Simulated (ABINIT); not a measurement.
# CdSi3 (Pm-3m): zone-centre phonons, part 2 of 3

Which modes does CdSi3 (Pm-3m) have at the zone centre?

ABINIT 10.8.3; DFT LDA, scalar-relativistic, plane waves, JTH PAW pseudopotentials.

So far. Step 4 (Relaxing the cell and atoms): The volume changes by +1.8 % in this run and stands +3.4 % from the first cell. Step 5 (Ground state): The cell stands at -0.23 GPa: the relaxation ran with a smoothed and higher cutoff, and the difference is a stress of the finite basis. The relaxed cell has a = 4.051 Å (conventional setting).

The structure was built from a prototype and need not be the compound's stable phase.

## Step 6: Zone-centre response

At q = 0 one unit cell holds all displacements. The response is solved for single atoms along the cell's directions, and symmetry skips those that follow from others. The crystal is treated as a metal, which screens a static field, so no field response is asked.

dfpt_gamma.abi

```

# common to the responses
getwfk_filepath "gso_WFK"
kptopt 2
nqpt 1
qpt 0.0 0.0 0.0
asr 0
chneut 0

# displacements
rfphon 1
rfatpol 1 4
rfdir 1 1 1
tolvrs 1.0d-10
prtwf 0

# basis, mesh and filling
ecut 18.0
pawecutdg 36.0
ngkpt 6 6 6
nshiftk 1
shiftk 0.0 0.0 0.0
istwfk *1
occopt 7
tsmear 0.01
nband 19
nstep 100
diemac 1000000.0
prtebands 0
prtgsr 0

# cell and atoms
acell 3*1.0 Angstrom
rprim 
    4.051156726 0.0 0.0
    0.0 4.051156726 0.0
    0.0 0.0 4.051156726
ntypat 2
znucl 48 14
natom 4
typat 1 2 2 2
xred 
    0.0 0.0 0.0
    0.0 0.5 0.5
    0.5 0.0 0.5
    0.5 0.5 0.0
pp_dirpath "./pseudo"
pseudos "Cd.xml, Si.xml"
```

Started as:

```bash
OMP_NUM_THREADS=1 mpirun -n 4 abinit dfpt_gamma.abi > dfpt_gamma.log
```

Numbers of over 12 decimals in the logs are rounded to 6 here.

dfpt_gamma.abo, the main output file:

```text
[banners, grids, parts of the stress and lines that vanish by symmetry left out]
- input  file    -> dfpt_gamma.abi
- output file    -> dfpt_gamma.abo
- root for input  files -> dfpt_gammai
- root for output files -> dfpt_gammao

-   ./pseudo/Cd.xml
-   ./pseudo/Si.xml
 Symmetries : space group Pm -3 m (#221); Bravais cP (primitive cubic)
================================================================================
 Values of the parameters that define the memory need of the present run (RF).
     intxc =       0      iscf =       7    lmnmax =      18     lnmax =       6
     mgfft =      30  mpssoang =       3    mqgrid =    3001     natom =       4
  nloc_mem =       2    nspden =       1   nspinor =       1    nsppol =       1
      nsym =      48    n1xccc =       1    ntypat =       2    occopt =       7
   xclevel =       1
-    mband =          19        mffmem =           1         mkmem =          28
-   mkqmem =          28        mk1mem =          28           mpw =        1659
      nfft =       27000          nkpt =         112
- my_mband =          19
Pmy_natom=         1
================================================================================
================================================================================

--------------------------------------------------------------------------------
------------- Echo of variables that govern the present computation ------------
--------------------------------------------------------------------------------
-
- outvars: echo of selected default values
-   iomode0 =  0 , fftalg0 =312 , wfoptalg0 = 10
-
- outvars: echo of global parameters not present in the input file
-  max_nthreads =    1
-
 -outvars: echo values of preprocessed input variables
 [... echo left out ...]
================================================================================

 chkinp: Checking input parameters for consistency.

[...]
== DATASET  1 ==================================================================
-   mpi_nproc: 4, omp_nthreads: 1 (-1 if OMP is not activated)

--- !DatasetInfo
iteration_state: {dtset: 1, }
dimensions: {natom: 4, nkpt: 112, mband: 19, nsppol: 1, nspinor: 1, nspden: 1, mpw: 1659, }
cutoff_energies: {ecut:  18.0, pawecutdg:  36.0, }
electrons: {nelect:   2.40000000E+01, charge:   0.00000000E+00, occopt:   7.00000000E+00, tsmear:   1.00000000E-02, }
meta: {optdriver: 1, rfphon: 1, }
...

 mkfilename: getwfk from: gso_WFK

 Real(R)+Recip(G) space primitive vectors, cartesian coordinates (Bohr,Bohr^-1):
 R(1)=  7.6555767  0.0000000  0.0000000  G(1)=  0.1306237  0.0000000  0.0000000
 R(2)=  0.0000000  7.6555767  0.0000000  G(2)=  0.0000000  0.1306237  0.0000000
 R(3)=  0.0000000  0.0000000  7.6555767  G(3)=  0.0000000  0.0000000  0.1306237
 Unit cell volume ucvol=  4.4867693E+02 bohr^3
 Angles (23,13,12)=  9.00000000E+01  9.00000000E+01  9.00000000E+01 degrees
 setup1 : take into account q-point for computing boxcut.

 Coarse grid specifications (used for wave-functions):

 getcut: wavevector=  0.0000  0.0000  0.0000  ngfft=  30  30  30
         ecut(hartree)=     18.000   => boxcut(ratio)=   2.05183

 Fine grid specifications (used for densities):

 getcut: wavevector=  0.0000  0.0000  0.0000  ngfft=  45  45  45
         ecut(hartree)=     36.000   => boxcut(ratio)=   2.12794

--- Pseudopotential description ------------------------------------------------
- pspini: atom type   1  psp file is ./pseudo/Cd.xml

- pspini: atom type   2  psp file is ./pseudo/Si.xml

   8.78017755E+02                                ecore*ucvol(ha*bohr**3)
--------------------------------------------------------------------------------

 ==>  initialize data related to q vector <==

 The list of irreducible perturbations for this q vector is:
    1)    idir= 1    ipert=   1
    2)    idir= 1    ipert=   2
    3)    idir= 2    ipert=   2

[...]
The perturbation idir=   2  ipert=   1 is
 symmetric of a previously calculated perturbation.
 So, its SCF calculation is not needed.

 The perturbation idir=   3  ipert=   1 is
 symmetric of a previously calculated perturbation.
 So, its SCF calculation is not needed.

 The perturbation idir=   3  ipert=   2 is
 symmetric of a previously calculated perturbation.
 So, its SCF calculation is not needed.

 The perturbation idir=   1  ipert=   3 is
 symmetric of a previously calculated perturbation.
 So, its SCF calculation is not needed.

[...]
The perturbation idir=   2  ipert=   4 is
 symmetric of a previously calculated perturbation.
 So, its SCF calculation is not needed.

 The perturbation idir=   3  ipert=   4 is
 symmetric of a previously calculated perturbation.
 So, its SCF calculation is not needed.

--------------------------------------------------------------------------------
 Perturbation wavevector (in red.coord.)   0.000000  0.000000  0.000000
 Perturbation : displacement of atom   1   along direction   1
 Found     8 symmetries that leave the perturbation invariant.

[...]
dfpt_looppert : total number of electrons, from k and k+q
  fully or partially occupied states are    2.400000E+01 and    2.400000E+01.
 Initialisation of the first-order wave-functions :
  ireadwf=   0

--- !BeginCycle
iteration_state: {dtset: 1, }
solver: {iscf: 7, nstep: 100, nline: 4, wfoptalg: 10, }
tolerances: {tolvrs: 1.00E-10, }
...

     iter   2DEtotal(Ha)        deltaE(Ha) residm    vres2
-ETOT  1   1339.8200305148     -2.675E+03 6.407E+00 6.163E+06
 ETOT  2   69.959356058952     -1.270E+03 1.342E+00 2.908E+05
 ETOT  3   2.654226     -6.731E+01 8.627E-01 8.451E+02
 ETOT  4   2.390276     -2.640E-01 8.945E-02 5.643E+01
 ETOT  5   2.379437     -1.084E-02 3.466E-02 3.878E+00
[...]
At SCF step   32       vres2   =  1.19E-11 < tolvrs=  1.00E-10 =>converged.
[...]
Mean square residual over all n,k,spin=   80.985E-13; max=  43.846E-10

 Fourteen components of 2nd-order total energy (hartree) are
 1,2,3: 0th-order hamiltonian combined with 1st-order wavefunctions
     kin0=   3.27957583E+03 eigvalue=   1.60996617E+01  local=  -1.68919595E+03
 4,5,6: 1st-order hamiltonian combined with 1st and 0th-order wfs
 loc psp =  -1.00507600E+03  Hartree=   8.39565723E+02     xc=  -5.77309282E+01
 note that "loc psp" includes a xc core correction that could be resolved
 7,8,9: eventually, occupation + non-local contributions
    edocc=   1.87489450E+01     enl0=   2.93432960E+03   enl1=  -8.34832401E+03
 10: eventually, PAW "on-site" Hxc contribution: epaw1=   1.11532518E-02
 1-10 gives the relaxation energy (to be shifted if some occ is /=2.0)
   erelax=  -4.01199598E+03
 11,12,13 Non-relaxation  contributions : frozen-wavefunctions and Ewald
 fr.local=   1.31333453E+03 fr.nonlo=   2.61946346E+03  Ewald=   7.87903789E+01
 14,15 Frozen wf xc core corrections (1) and (2)
 frxc 1  =  -3.07577792E-01  frxc 2 =   3.09299709E+00
 16 Contribution from 1st-order change of wavefunctions overlap
 eovl1 =   6.64731211E+02
 Resulting in :
 2DEtotal=    0.2377816359E+01 Ha. Also 2DEtotal=    0.647036793660E+02 eV
    (2DErelax=   -4.0119959761E+03 Ha. 2DEnonrelax=    4.0143737924E+03 Ha)
    (  non-var. 2DEtotal :    2.4049987825E+00 Ha)

[...]
Perturbation wavevector (in red.coord.)   0.000000  0.000000  0.000000
 Perturbation : displacement of atom   2   along direction   1
 Found     8 symmetries that leave the perturbation invariant.

[...]
dfpt_looppert : total number of electrons, from k and k+q
  fully or partially occupied states are    2.400000E+01 and    2.400000E+01.
 Initialisation of the first-order wave-functions :
  ireadwf=   0

--- !BeginCycle
iteration_state: {dtset: 1, }
solver: {iscf: 7, nstep: 100, nline: 4, wfoptalg: 10, }
tolerances: {tolvrs: 1.00E-10, }
...

     iter   2DEtotal(Ha)        deltaE(Ha) residm    vres2
-ETOT  1   45.362546820922     -4.081E+00 1.133E+00 2.288E+05
[...]
At SCF step   29       vres2   =  2.38E-11 < tolvrs=  1.00E-10 =>converged.
[...]
Mean square residual over all n,k,spin=   10.261E-12; max=  59.324E-10

 Fourteen components of 2nd-order total energy (hartree) are
 1,2,3: 0th-order hamiltonian combined with 1st-order wavefunctions
     kin0=   4.37627185E+01 eigvalue=  -4.08084947E+00  local=  -2.44834342E+01
 4,5,6: 1st-order hamiltonian combined with 1st and 0th-order wfs
 loc psp =  -7.28719120E+01  Hartree=   2.16506150E+01     xc=  -6.60668542E+00
 note that "loc psp" includes a xc core correction that could be resolved
 7,8,9: eventually, occupation + non-local contributions
    edocc=   9.05263956E+00     enl0=   9.59323597E+00   enl1=  -2.69572583E+01
 10: eventually, PAW "on-site" Hxc contribution: epaw1=   1.63863891E-02
 1-10 gives the relaxation energy (to be shifted if some occ is /=2.0)
   erelax=  -5.09245441E+01
 11,12,13 Non-relaxation  contributions : frozen-wavefunctions and Ewald
 fr.local=   1.35437958E+01 fr.nonlo=   2.99040665E+01  Ewald=   7.54166743E+00
 14,15 Frozen wf xc core corrections (1) and (2)
 frxc 1  =  -5.17586938E+01  frxc 2 =   5.02130444E+01
 16 Contribution from 1st-order change of wavefunctions overlap
 eovl1 =  -1.00930521E+00
 Resulting in :
 2DEtotal=   -0.1480663747E+01 Ha. Also 2DEtotal=   -0.402909131193E+02 eV
    (2DErelax=   -5.0924544076E+01 Ha. 2DEnonrelax=    4.9443880329E+01 Ha)
    (  non-var. 2DEtotal :   -1.4800100447E+00 Ha)

[...]
Perturbation wavevector (in red.coord.)   0.000000  0.000000  0.000000
 Perturbation : displacement of atom   2   along direction   2
 Found     4 symmetries that leave the perturbation invariant.

--------------------------------------------------------------------------------

--------------------------------------------------------------------------------

 dfpt_looppert : total number of electrons, from k and k+q
  fully or partially occupied states are    2.400000E+01 and    2.400000E+01.
 Initialisation of the first-order wave-functions :
  ireadwf=   0

--- !BeginCycle
iteration_state: {dtset: 1, }
solver: {iscf: 7, nstep: 100, nline: 4, wfoptalg: 10, }
tolerances: {tolvrs: 1.00E-10, }
...

     iter   2DEtotal(Ha)        deltaE(Ha) residm    vres2
-ETOT  1   46.315393723240     -4.830E+00 9.907E-01 2.260E+05
[...]
ETOT 27  0.424902     -1.058E-10 8.582E-09 1.499E-10
 ETOT 28  0.424902     -1.452E-10 3.483E-09 6.386E-11

 At SCF step   28       vres2   =  6.39E-11 < tolvrs=  1.00E-10 =>converged.
[...]
Mean square residual over all n,k,spin=   40.569E-13; max=  34.825E-10

 Fourteen components of 2nd-order total energy (hartree) are
 1,2,3: 0th-order hamiltonian combined with 1st-order wavefunctions
     kin0=   4.39028298E+01 eigvalue=  -4.03069996E+00  local=  -2.47721928E+01
 4,5,6: 1st-order hamiltonian combined with 1st and 0th-order wfs
 loc psp =  -7.18073665E+01  Hartree=   2.14410348E+01     xc=  -6.48662878E+00
 note that "loc psp" includes a xc core correction that could be resolved
 7,8,9: eventually, occupation + non-local contributions
    edocc=   8.95982533E+00     enl0=   9.72225627E+00   enl1=  -2.76614673E+01
 10: eventually, PAW "on-site" Hxc contribution: epaw1=   1.20341011E-02
 1-10 gives the relaxation energy (to be shifted if some occ is /=2.0)
   erelax=  -5.07203751E+01
 11,12,13 Non-relaxation  contributions : frozen-wavefunctions and Ewald
 fr.local=  -4.02235471E+01 fr.nonlo=   3.11507811E+01  Ewald=   6.18878154E+01
 14,15 Frozen wf xc core corrections (1) and (2)
 frxc 1  =  -5.16990959E+01  frxc 2 =   5.00293232E+01
 16 Contribution from 1st-order change of wavefunctions overlap
 eovl1 =  -9.85264586E-01
 Resulting in :
 2DEtotal=    0.4249015671E+00 Ha. Also 2DEtotal=    0.115621606588E+02 eV
    (2DErelax=   -5.0720375105E+01 Ha. 2DEnonrelax=    5.1145276672E+01 Ha)
    (  non-var. 2DEtotal :    4.2559515576E-01 Ha)

[...]
---- first-order wavefunction calculations are completed ----

 ==> Compute Derivative Database <==

 [... matrices left out ...]
  Phonon wavevector (reduced coordinates) :  0.00000  0.00000  0.00000
 Phonon energies in Hartree :
  -7.609095E-04 -7.609095E-04 -7.609095E-04 -5.253580E-04 -5.253580E-04
  -5.253580E-04  3.562753E-05  3.562753E-05  3.562753E-05  9.189144E-04
   9.189144E-04  9.189144E-04
 Phonon frequencies in cm-1    :
- -1.670003E+02 -1.670003E+02 -1.670003E+02 -1.153028E+02 -1.153028E+02
- -1.153028E+02  7.819340E+00  7.819340E+00  7.819340E+00  2.016784E+02
-  2.016784E+02  2.016784E+02

== END DATASET(S) ==============================================================
================================================================================

 -outvars: echo values of variables after computation
            acell      1.8897261259E+00  1.8897261259E+00  1.8897261259E+00 Bohr
           etotal      4.2490156710E-01
            fcart      0.0000000000E+00  0.0000000000E+00  0.0000000000E+00
           strten      0.0000000000E+00  0.0000000000E+00  0.0000000000E+00
================================================================================
```

Wall time 2.2 min (4 MPI ranks of Arm Neoverse V1, shared host).

Numbers from this step:

```
largest acoustic frequency at the zone centre before the sum rule : 7.82 cm⁻¹
highest optical zone-centre mode (no LO-TO term)                  : 201.7 cm⁻¹
lowest optical zone-centre mode                                   : -167 cm⁻¹
```

The acoustic modes at Γ come out as far as 7.8 cm⁻¹ from zero, where they should vanish, a small numerical error. The lowest optical mode is imaginary, 167i cm⁻¹, an instability at this level and on this k mesh.

(Part 2 of 3 ends here.)

[Host names and launcher messages were left out of these logs when they were recorded.]

[Logs are printed without paths, hosts, clocks, repeated set-up lines and the standing remarks that a program may print on its own settings, such as how far it seeks lower states.]

[Hosts, paths, dates, database ids (printed as entryN), source tags and the programs' standing remarks are cut or masked in the printed files.]
